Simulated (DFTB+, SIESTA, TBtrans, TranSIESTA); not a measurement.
# Transport through 2,7-naphthalenedithiolate between two C chains

Which level of theory is enough for the transmission of 2,7-naphthalenedithiolate between two C chains? The current runs along the third cell vector; the first and last atoms are layers of the leads.

Calculated with SIESTA 5.4.2, TranSIESTA 5.4.2, TBtrans 5.4.2, DFTB+ 25.1 with libNEGF and DFTB+ 25.1; PBE, numerical atomic orbitals (DZP), PseudoDojo norm-conserving files converted to PSML; other levels are named step by step, in the first sound run; inputs show where later runs differ.

Report form: the programs' logs are mostly left out.

## Step 1: The starting structure

The cell holds 34 atoms: 26 C, 2 S and 6 H. Its edges and angles: a = 17.048 Å, b = 9.000 Å, c = 28.504 Å, α = 90.0°, β = 90.0°, γ = 90.0°. Regions: left electrode layer, 6 atoms (6 C); scattering region, 22 atoms (14 C, 2 S and 6 H); right electrode layer, 6 atoms (6 C). Vacuum lies along a and b. The structure's axis is c.

Structure file:

```cif
data_structure
_symmetry_space_group_name_H-M 'P 1'
_symmetry_Int_Tables_number 1
_cell_length_a 17.0483
_cell_length_b 9.0000
_cell_length_c 28.5038
_cell_angle_alpha 90.000
_cell_angle_beta 90.000
_cell_angle_gamma 90.000
_cell_volume 4373.47
loop_
_atom_site_label
_atom_site_type_symbol
_atom_site_fract_x
_atom_site_fract_y
_atom_site_fract_z
_atom_site_occupancy
C1 C 0.50000 0.50000 0.02245 1
C2 C 0.50000 0.50000 0.06736 1
C3 C 0.50000 0.50000 0.11227 1
C4 C 0.50000 0.50000 0.15717 1
C5 C 0.50000 0.50000 0.20208 1
C6 C 0.50000 0.50000 0.24698 1
C7 C 0.50000 0.50000 0.29189 1
C8 C 0.50000 0.50000 0.33680 1
S9 S 0.57145 0.38145 0.36008 1
H10 H 0.73726 0.38113 0.38186 1
C11 C 0.62282 0.38241 0.41442 1
C12 C 0.70461 0.38173 0.41464 1
H13 H 0.80937 0.38131 0.45633 1
H14 H 0.51820 0.38088 0.45681 1
C15 C 0.58201 0.38196 0.45698 1
C16 C 0.74556 0.38178 0.45709 1
C17 C 0.70526 0.38206 0.50000 1
C18 C 0.62235 0.38209 0.50000 1
C19 C 0.74556 0.38178 0.54291 1
C20 C 0.58201 0.38196 0.54302 1
H21 H 0.51820 0.38088 0.54319 1
H22 H 0.80937 0.38131 0.54367 1
C23 C 0.70461 0.38173 0.58536 1
C24 C 0.62282 0.38241 0.58558 1
H25 H 0.73726 0.38113 0.61814 1
S26 S 0.57145 0.38145 0.63992 1
C27 C 0.50000 0.50000 0.66320 1
C28 C 0.50000 0.50000 0.70811 1
C29 C 0.50000 0.50000 0.75302 1
C30 C 0.50000 0.50000 0.79792 1
C31 C 0.50000 0.50000 0.84283 1
C32 C 0.50000 0.50000 0.88773 1
C33 C 0.50000 0.50000 0.93264 1
C34 C 0.50000 0.50000 0.97755 1
```

## Step 2: One principal layer of the lead

The half-infinite leads enter through self-energies, which come from the Hamiltonian of one bulk principal layer. This run also gives the lead's Fermi level, to which the junction is matched.

ELEC.fdf

```
SystemLabel ELEC
NumberOfAtoms 6
NumberOfSpecies 3
%block ChemicalSpeciesLabel
  1 6 C
  2 16 S
  3 1 H
%endblock ChemicalSpeciesLabel
LatticeConstant 1.0 Ang
%block LatticeVectors
  17.048313 0.000000 0.000000
  0.000000 9.000000 0.000000
  0.000000 0.000000 7.680000
%endblock LatticeVectors
AtomicCoordinatesFormat Ang
%block AtomicCoordinatesAndAtomicSpecies
  8.524157 4.500000 0.640000 1
  8.524157 4.500000 1.920000 1
  8.524157 4.500000 3.200000 1
  8.524157 4.500000 4.480000 1
  8.524157 4.500000 5.760000 1
  8.524157 4.500000 7.040000 1
%endblock AtomicCoordinatesAndAtomicSpecies
XC.Functional GGA
XC.Authors PBE
PAO.BasisSize DZP
PAO.EnergyShift 0.01 Ry
PAO.SplitNorm 0.15
Mesh.Cutoff 250 Ry
ElectronicTemperature 300 K
Spin non-polarized
MaxSCFIterations 200
SCF.MustConverge true
SCF.DM.Tolerance 0.0001
SCF.H.Tolerance 0.001 eV
SCF.Mixer.Method Pulay
SCF.Mixer.Weight 0.1
SCF.Mixer.History 10
WriteMullikenPop 1
%block kgrid.MonkhorstPack
  1 0 0 0.0
  0 1 0 0.0
  0 0 40 0.0
%endblock kgrid.MonkhorstPack
Diag.ParallelOverK true
TS.HS.Save true
```

Command:

```
OMP_NUM_THREADS=1 siesta ELEC.fdf > dzp.lead.out
```

It took 6.8 s on 1 MPI rank of AMD EPYC 9R45, shared host; peak memory 0.33 GiB.

This step gave:

```yaml
free_energy: -974.2668 eV
fermi_energy: -4.810 eV
orbitals: 78
largest_coupling_past_the_next_principal_layer: 0 eV
```

SIESTA lists orbital radii in bohr. The longest on the lead's atoms, 5.44 bohr, is 2.88 Å, so two such orbitals overlap up to 5.75 Å; the nearest atoms of layers two apart are 8.96 Å apart. The projectors of the pseudopotentials let the Hamiltonian reach a little farther than the overlap.

The open system couples each principal layer to its neighbours alone. The stored Hamiltonian has no element past the next layer.

## Step 3: The junction at zero bias, case PBE, DZP

This step: PBE, numerical atomic orbitals (DZP), PseudoDojo norm-conserving files converted to PSML; open system by non-equilibrium Green functions (TranSIESTA 5.4.2).

The scattering region is made self-consistent with the leads attached; the density comes from a contour in the complex plane, and the charge is free to flow in or out.

DEV.fdf

```
SystemLabel DEV
NumberOfAtoms 34
NumberOfSpecies 3
%block ChemicalSpeciesLabel
  1 6 C
  2 16 S
  3 1 H
%endblock ChemicalSpeciesLabel
LatticeConstant 1.0 Ang
%block LatticeVectors
  17.048313 0.000000 0.000000
  0.000000 9.000000 0.000000
  0.000000 0.000000 28.503790
%endblock LatticeVectors
AtomicCoordinatesFormat Ang
%block AtomicCoordinatesAndAtomicSpecies
  8.524157 4.500000 0.640000 1
  8.524157 4.500000 1.920000 1
  8.524157 4.500000 3.200000 1
  8.524157 4.500000 4.480000 1
  8.524157 4.500000 5.760000 1
  8.524157 4.500000 7.040000 1
  8.524157 4.500000 8.320000 1
  8.524157 4.500000 9.600000 1
  9.742245 3.433022 10.263566 2
  12.569060 3.430152 10.884380 3
  10.617995 3.441722 11.812575 1
  12.012443 3.435554 11.818777 1
  13.798313 3.431807 13.007073 3
  8.834436 3.427901 13.020757 3
  9.922278 3.437619 13.025540 1
  12.710573 3.436008 13.028831 1
  12.023502 3.438535 14.251895 1
  10.610014 3.438797 14.251895 1
  12.710574 3.436012 15.474958 1
  9.922279 3.437622 15.478250 1
  8.834437 3.427903 15.483034 3
  13.798313 3.431810 15.496715 3
  12.012444 3.435560 16.685012 1
  10.617996 3.441727 16.691214 1
  12.569062 3.430159 17.619409 3
  9.742248 3.433026 18.240225 2
  8.524157 4.500000 18.903790 1
  8.524157 4.500000 20.183790 1
  8.524157 4.500000 21.463790 1
  8.524157 4.500000 22.743790 1
  8.524157 4.500000 24.023790 1
  8.524157 4.500000 25.303790 1
  8.524157 4.500000 26.583790 1
  8.524157 4.500000 27.863790 1
%endblock AtomicCoordinatesAndAtomicSpecies
XC.Functional GGA
XC.Authors PBE
PAO.BasisSize DZP
PAO.EnergyShift 0.01 Ry
PAO.SplitNorm 0.15
Mesh.Cutoff 250 Ry
ElectronicTemperature 300 K
Spin non-polarized
MaxSCFIterations 200
SCF.MustConverge true
SCF.DM.Tolerance 0.002
SCF.H.Tolerance 0.03 eV
TS.SCF.DM.Tolerance 0.0001
TS.SCF.H.Tolerance 2.205e-04 Ry
SCF.Mixer.Method Pulay
SCF.Mixer.Weight 0.1
SCF.Mixer.History 10
WriteMullikenPop 1
%block kgrid.MonkhorstPack
  1 0 0 0.0
  0 1 0 0.0
  0 0 6 0.0
%endblock kgrid.MonkhorstPack
%block TS.Elecs
  Left
  Right
%endblock TS.Elecs
%block TS.Elec.Left
  HS ELEC.TSHS
  chemical-potential Left
  semi-inf-direction -A3
  electrode-position 1
  bulk true
  Eta 0.0001 eV
  Out-of-core true
  tbt.Out-of-core false
%endblock TS.Elec.Left
%block TS.Elec.Right
  HS ELEC.TSHS
  chemical-potential Right
  semi-inf-direction +A3
  electrode-position end -1
  bulk true
  Eta 0.0001 eV
  Out-of-core true
  tbt.Out-of-core false
%endblock TS.Elec.Right
%block TS.ChemPots
  Left
  Right
%endblock TS.ChemPots
%block TS.ChemPot.Left
  mu V/2
  contour.eq
    begin
      C-Left
      T-Left
    end
%endblock TS.ChemPot.Left
%block TS.Contour.C-Left
  part circle
  from -40.0 eV + V/2 to -10 kT + V/2
  points 25
  method g-legendre
%endblock TS.Contour.C-Left
%block TS.Contour.T-Left
  part tail
  from prev to inf
  points 10
  method g-fermi
%endblock TS.Contour.T-Left
%block TS.ChemPot.Right
  mu -V/2
  contour.eq
    begin
      C-Right
      T-Right
    end
%endblock TS.ChemPot.Right
%block TS.Contour.C-Right
  part circle
  from -40.0 eV - V/2 to -10 kT - V/2
  points 25
  method g-legendre
%endblock TS.Contour.C-Right
%block TS.Contour.T-Right
  part tail
  from prev to inf
  points 10
  method g-fermi
%endblock TS.Contour.T-Right
TS.Elecs.Neglect.Principal true
TS.Contours.Eq.Pole 2.5 eV
%block TS.Contours.nEq
  neq
%endblock TS.Contours.nEq
%block TS.Contour.nEq.neq
  part line
  from -|V|/2 - 5 kT to |V|/2 + 5 kT
  delta 0.02 eV
  method mid-rule
%endblock TS.Contour.nEq.neq
Diag.ParallelOverK true
SaveElectrostaticPotential true
DM.UseSaveDM true
SolutionMethod transiesta
TS.Voltage 0 eV
TS.SCF.dQ.Converge false
TS.Contours.nEq.Eta 0.005 eV
```

Command:

```
OMP_NUM_THREADS=1 siesta DEV.fdf > dzp.scf0.out
```

It took 65 s on 1 MPI rank; peak memory 0.81 GiB.

Numbers from this step:

| Property | Result |
| --- | --- |
| orbitals | 394 |
| excess charge of the open region | -0.00423 e |

The open region is not held to a fixed charge; it ends 0.0042 electron under neutrality, which is small. The largest force on an atom between the electrode layers and over 3 Å from them is 3.1 eV/Å, so this geometry lies far from its minimum at this level.

## Step 4: Transmission at zero bias, case PBE, DZP

This step: PBE, numerical atomic orbitals (DZP), PseudoDojo norm-conserving files converted to PSML; open system by non-equilibrium Green functions (TBtrans 5.4.2).

With the Hamiltonian fixed, the transmission follows on an energy grid along the real axis; no further self-consistency is needed.

TBT.fdf

```
TS.Voltage 0 eV
%block TBT.k
  1 0 0 0.0
  0 1 0 0.0
  0 0 1 0.0
%endblock TBT.k
%block TBT.Contour.line
  from -2.0125 eV to 2.0125 eV
  delta 0.025 eV
  method mid-rule
%endblock TBT.Contour.line
TBT.T.Bulk true
TBT.DOS.Gf true
TBT.T.Eig 3
TBT.Elecs.Eta 0.0001 eV
TBT.DOS.A true
TBT.Current.Orb true
%include DEV.fdf
```

Command:

```
OMP_NUM_THREADS=1 tbtrans TBT.fdf > dzp.tbt0.out
```

Run time: 5.8 s. Hardware: 1 MPI rank; peak memory 0.2 GiB.

This step gave:

```
transmission at the Fermi level : 0.001459
open channels of the lead       : 2.000
conductance                     : 0.001482 G₀
thermopower                     : 17.62 μV/K
```

One spin. Table of transmission by energy, zero at the Fermi level:

```
energy (eV)  transmission
     -2.000         0.706
     -1.900         0.696
     -1.800         0.720
     -1.700         0.794
     -1.600         0.926
     -1.500          1.02
     -1.400         0.782
     -1.300         0.381
     -1.200         0.169
     -1.100        0.0848
     -1.000        0.0491
     -0.900        0.0317
     -0.800        0.0218
     -0.700        0.0154
     -0.600        0.0109
     -0.500       0.00770
     -0.400       0.00539
     -0.300       0.00376
     -0.200       0.00265
     -0.100       0.00192
      0.000       0.00146
      0.100       0.00120
      0.200       0.00110
      0.300       0.00112
      0.400       0.00125
      0.500       0.00150
      0.600       0.00191
      0.700       0.00256
      0.800       0.00358
      0.900       0.00527
      1.000       0.00825
      1.100        0.0139
      1.200        0.0258
      1.300        0.0544
      1.400         0.135
      1.500         0.397
      1.600         0.928
      1.650         0.994
      1.700         0.887
      1.800         0.665
      1.900         0.590
      2.000         0.621
```

Mulliken DOS an atom, one spin over height of the atomic layer and energy from the Fermi level.

Values in states/eV, 22 rows by 13 columns, each cell a mean:
```
0.080 0.152 0.117 0.006 0.085 0.036 0.041 0.036 0.085 0.006 0.117 0.152 0.080
0.067 0.155 0.122 0.008 0.124 0.098 0.042 0.098 0.124 0.008 0.122 0.155 0.067
0.073 0.171 0.166 0.010 0.165 0.158 0.050 0.158 0.165 0.010 0.166 0.171 0.073
0.087 0.171 0.124 0.003 0.057 0.050 0.019 0.050 0.057 0.003 0.124 0.171 0.087
0.081 0.174 0.103 0.002 0.024 0.018 0.009 0.018 0.024 0.002 0.103 0.174 0.081
0.073 0.180 0.098 0.001 0.014 0.010 0.006 0.010 0.014 0.001 0.098 0.180 0.073
0.067 0.188 0.100 0.001 0.010 0.006 0.005 0.006 0.010 0.001 0.100 0.188 0.067
0.062 0.198 0.106 0.001 0.008 0.005 0.004 0.005 0.008 0.001 0.106 0.198 0.062
0.059 0.208 0.116 0.001 0.007 0.004 0.004 0.004 0.007 0.001 0.116 0.208 0.059
0.058 0.218 0.131 0.001 0.007 0.004 0.004 0.004 0.007 0.001 0.131 0.218 0.058
0.060 0.228 0.152 0.001 0.007 0.004 0.004 0.004 0.007 0.001 0.152 0.228 0.060
0.065 0.237 0.178 0.002 0.008 0.005 0.005 0.005 0.008 0.002 0.178 0.237 0.065
0.074 0.241 0.212 0.002 0.010 0.006 0.006 0.006 0.010 0.002 0.212 0.241 0.074
0.086 0.240 0.251 0.002 0.013 0.008 0.007 0.008 0.013 0.002 0.251 0.240 0.086
0.099 0.232 0.291 0.003 0.018 0.011 0.009 0.011 0.018 0.003 0.291 0.232 0.099
0.111 0.214 0.327 0.003 0.026 0.018 0.012 0.018 0.026 0.003 0.327 0.214 0.111
0.115 0.193 0.348 0.004 0.039 0.031 0.017 0.031 0.039 0.004 0.348 0.193 0.115
0.109 0.178 0.347 0.005 0.073 0.065 0.024 0.065 0.073 0.005 0.347 0.178 0.109
0.101 0.182 0.303 0.009 0.152 0.139 0.038 0.139 0.152 0.009 0.303 0.182 0.101
0.121 0.167 0.276 0.008 0.145 0.108 0.039 0.108 0.145 0.008 0.276 0.167 0.121
0.126 0.141 0.289 0.006 0.098 0.047 0.039 0.047 0.098 0.006 0.289 0.141 0.126
0.122 0.129 0.290 0.005 0.090 0.026 0.047 0.026 0.090 0.005 0.290 0.129 0.122
```
Columns: height of the atomic layer (Å) from 8.32 to 20.2 (not evenly spaced); rows upwards: energy from the Fermi level (eV) from -2 to 2.

One spin. The open channels of the lead stays at 2.00 for energy from -2 to 2 eV.

One spin; device region. The density of states, device by energy, zero at the Fermi level; read off at these points:

```
energy (eV)  density of states, device (states/eV)
      -2.00                                   1.73
      -1.90                                   1.76
      -1.80                                   1.86
      -1.70                                   2.05
      -1.60                                   2.44
      -1.50                                   3.01
      -1.42                                   3.19
      -1.40                                   3.14
      -1.30                                   2.60
      -1.20                                   2.14
      -1.10                                   1.88
      -1.00                                   1.74
      -0.90                                   1.64
      -0.80                                   1.55
      -0.70                                   1.48
      -0.60                                   1.40
      -0.50                                   1.32
      -0.40                                   1.25
      -0.30                                   1.18
      -0.20                                   1.11
      -0.10                                   1.05
       0.00                                  0.996
       0.10                                  0.950
       0.20                                  0.911
       0.30                                  0.878
       0.40                                  0.851
       0.50                                  0.831
       0.60                                  0.817
       0.70                                  0.810
       0.80                                  0.811
       0.90                                  0.822
       1.00                                  0.846
       1.10                                  0.891
       1.20                                  0.975
       1.30                                   1.14
       1.40                                   1.49
       1.50                                   2.32
       1.60                                   3.27
       1.70                                   2.40
       1.80                                   1.65
       1.90                                   1.42
       2.00                                   1.41
```

Table of eigenchannel transmission by energy, zero at the Fermi level:

```
energy (eV)  channel 1  channel 2
     -2.000      0.678     0.0283
     -1.800      0.693     0.0269
     -1.600      0.900     0.0251
     -1.400      0.760     0.0220
     -1.200      0.153     0.0160
     -1.000     0.0422    0.00691
     -0.800     0.0203    0.00153
     -0.600     0.0107     1.7e-4
     -0.400    0.00538     2.7e-6
     -0.200    0.00254     1.1e-4
      0.000    0.00116     3.0e-4
      0.200     5.6e-4     5.4e-4
      0.400     9.8e-4     2.6e-4
      0.600    0.00177     1.5e-4
      0.800    0.00349     9.4e-5
      1.000    0.00818     7.4e-5
      1.200     0.0258     6.9e-5
      1.400      0.135     7.4e-5
      1.600      0.928     8.5e-5
      1.800      0.665     1.0e-4
      2.000      0.620     1.2e-4
```

The conductance is 0.00148 G0. The largest eigenchannels at the Fermi level pass 0.0012 and 3.0e-4. The thermopower is positive, since T(E) falls through the Fermi level. By hand: With G0 = 2e²/h = 77.48 µS, G = 0.00148 × 77.48 µS = 0.115 µS, a resistance of 8.71 MΩ. Mott's formula S = −(π²k²T/3e) d ln T/dE has the factor 7.33 µV/K × eV at 300 K; T(−0.05 eV) = 0.001659 and T(+0.05 eV) = 0.001309 give a slope of -2.37 per eV and S ≈ 17.3 µV/K, against 17.6 from the full integral.

## Step 5: Self-consistent junction, 0 V, case basis SZ

This step: PBE, numerical atomic orbitals (SZ), PseudoDojo norm-conserving files converted to PSML; open system by non-equilibrium Green functions (TranSIESTA 5.4.2).

Changed here: basis SZ. A smaller basis is cheaper as a rule and a larger one more complete; the conductance shows what that is worth. The electrode was run again at this level first.

Edit DEV.fdf of step 3 so:

```diff
@@ -53,3 +53,3 @@
 XC.Authors PBE
-PAO.BasisSize DZP
+PAO.BasisSize SZ
 PAO.EnergyShift 0.01 Ry
```

Command:

```
OMP_NUM_THREADS=1 siesta DEV.fdf > szp.scf0.out
```

Wall time 37 s (1 MPI rank); peak memory 0.68 GiB.

Numbers from this step:

```yaml
orbitals: 118
excess_charge_of_the_open_region: 0.0158 e
```

The open region is not held to a fixed charge; it ends 0.016 electron over neutrality, which is small. The largest force on an atom between the electrode layers and over 3 Å from them is 5.0 eV/Å, so this geometry lies far from its minimum at this level.

## Step 6: Transmission at zero bias, case basis SZ

This step: PBE, numerical atomic orbitals (SZ), PseudoDojo norm-conserving files converted to PSML; open system by non-equilibrium Green functions (TBtrans 5.4.2).

TBT.fdf is that of step 4.

Command:

```
OMP_NUM_THREADS=1 tbtrans TBT.fdf > szp.tbt0.out
```

The job ended after 0.92 s (1 MPI rank; peak memory 0.2 GiB).

One spin. Transmission against energy, zero at the Fermi level:

```
energy (eV)  transmission
     -2.000         0.826
     -1.825          1.01
     -1.800         0.997
     -1.600         0.396
     -1.400        0.0894
     -1.200        0.0286
     -1.000        0.0150
     -0.800        0.0103
     -0.600       0.00722
     -0.400       0.00462
     -0.200       0.00264
      0.000       0.00144
      0.200        9.7e-4
      0.400       0.00114
      0.600       0.00204
      0.800       0.00442
      1.000        0.0116
      1.200        0.0426
      1.400         0.291
      1.550         1.000
      1.600         0.877
      1.800         0.390
      2.000         0.355
```

The conductance is 0.00146 G0, 1.5 % under that of the case PBE, DZP. The largest eigenchannels at the Fermi level pass 0.0012 and 2.4e-4. The thermopower is positive, since T(E) falls through the Fermi level.

[end of part 1 of 3]

[Logs are printed without paths, hosts, clocks, repeated set-up lines and the standing remarks that a program may print on its own settings, such as how far it seeks lower states.]

[Hosts, paths, dates, database ids (printed as entryN), source tags and the programs' standing remarks are cut or masked in the printed files.]
